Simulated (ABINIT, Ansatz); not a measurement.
Records of electronic-structure calculations.

### CdWO4 (P2/c): one start, several treatments of the self-energy

The structure is monoclinic, space group P2/c (No. 13). Conventional cell: a = 5.040 Å, b = 5.870 Å, c = 5.084 Å, α = 90.00°, β = 91.48°, γ = 90.00°. Cd has 6 O at 2.20 to 2.43 Å nearest. W has 6 O at 1.78 to 2.15 Å nearest. Nearest to O lie 2 W at 1.92 to 2.15 Å and 1 Cd at 2.20 Å. Nearest to O lie 1 W at 1.78 Å and 2 Cd at 2.28 to 2.43 Å. Farther neighbours, and contacts between anions beyond the nearest, are not listed.

```yaml
method: RPA screening on LDA, plane waves, norm-conserving pseudopotentials (and 4 further levels or steps)
program: ABINIT 10.8.3
settings: cutoff 47 Ha, PseudoDojo scalar-relativistic 0.4.1 standard, norm-conserving, ngkpt (2, 2, 2), nband 197, ecuteps 4.2 Ha, gwcalctyp 2, nfreqre 16, nfreqim 8, inclvkb 2, freqremax 40 eV, spmeth 1, nomegasf 120, shiftk (0, 0, 0), symchi 1, awtr 1, frequency cd, 2×2×2 k-mesh
cost: 9 runs, 34 min in all on 16 MPI ranks of Intel Xeon 6975P-C (Granite Rapids), shared host
notes: The program’s warnings: Min real frequency set to default [Ha] = and nproc spkpt=  >= nkpt= * nsppol=. The cell and positions come from the Crystallography Open Database and are kept as given unless a step says otherwise. Limits: d shell near the gap, gap tends to lie low; no spin-orbit coupling. Static COHSEX lies above G0W0: it lacks the factor Z and overstates the Coulomb hole of the filled states. Against experiment, by G0W0, Godby-Needs plasmon pole: the direct gap of 4.83 eV lies +0.68 eV from the measured 4.15 eV (direct, 300 K, 2008). An exciton line or allowed optical edge lies below the quasiparticle gap by the binding energy; a forbidden edge can push the onset above it. These are gaps on the mesh, at modest bands and cutoff. The calculation has static nuclei and no excitons; a measured gap holds zero-point and thermal motion, which mostly lowers it. With atoms this heavy the missing spin-orbit coupling may be the largest error. The 2×2×2 mesh is coarse for this cell, which bears on the long-range parts of exchange and screening.
g0w0_godby_needs_plasmon_pole: 4.828 eV
g0w0_von_der_linden_horsch_plasmon_pole: 4.881 eV
g0w0_engel_farid_plasmon_pole: 4.840 eV
one_shot_cohsex: 5.333 eV
one_shot_hartree_fock: 13.486 eV
g0w0_contour_deformation: 4.775 eV
known_limits: short of the basis limit; d shell near the gap, gap tends to lie low; no spin-orbit coupling; coarse k mesh
```

G0W0, von der Linden-Horsch plasmon pole: +0.053 eV against G0W0, Godby-Needs plasmon pole. G0W0, Engel-Farid plasmon pole: +0.012 eV against G0W0, Godby-Needs plasmon pole.

[Long decimals in the printed logs are rounded to 6 places.]

[Logs are printed without paths, hosts, clocks, repeated set-up lines and the standing remarks that a program may print on its own settings, such as how far it seeks lower states.]

[Paths, hosts, dates, memory and timing lines, banners, echoed tables and standing remarks are left out of the program output; an Ansatz launch command may be rebuilt from the run's recorded settings. Measured values are a selection of at most five: reports struck by readers or far from the other reports are left out. None is set beside runs whose start may be inverted or whose files or cutoffs have a known fault.]

[Runs of the session that timed out or met a known fault of the program may be left out.]

[Hosts, paths, dates, database ids (printed as entryN), source tags and the programs' standing remarks are cut or masked in the printed files.]

[G0W0 gaps are taken among the corrected bands and points alone; a level outside them can change the order at an edge.]

[Where Ansatz stands beside ABINIT at settings called matched, ABINIT's density can come from a denser mesh and the files from another edition; pairs whose starting gaps differed by over 0.03 eV were left out, so agreement reads better than it is.]
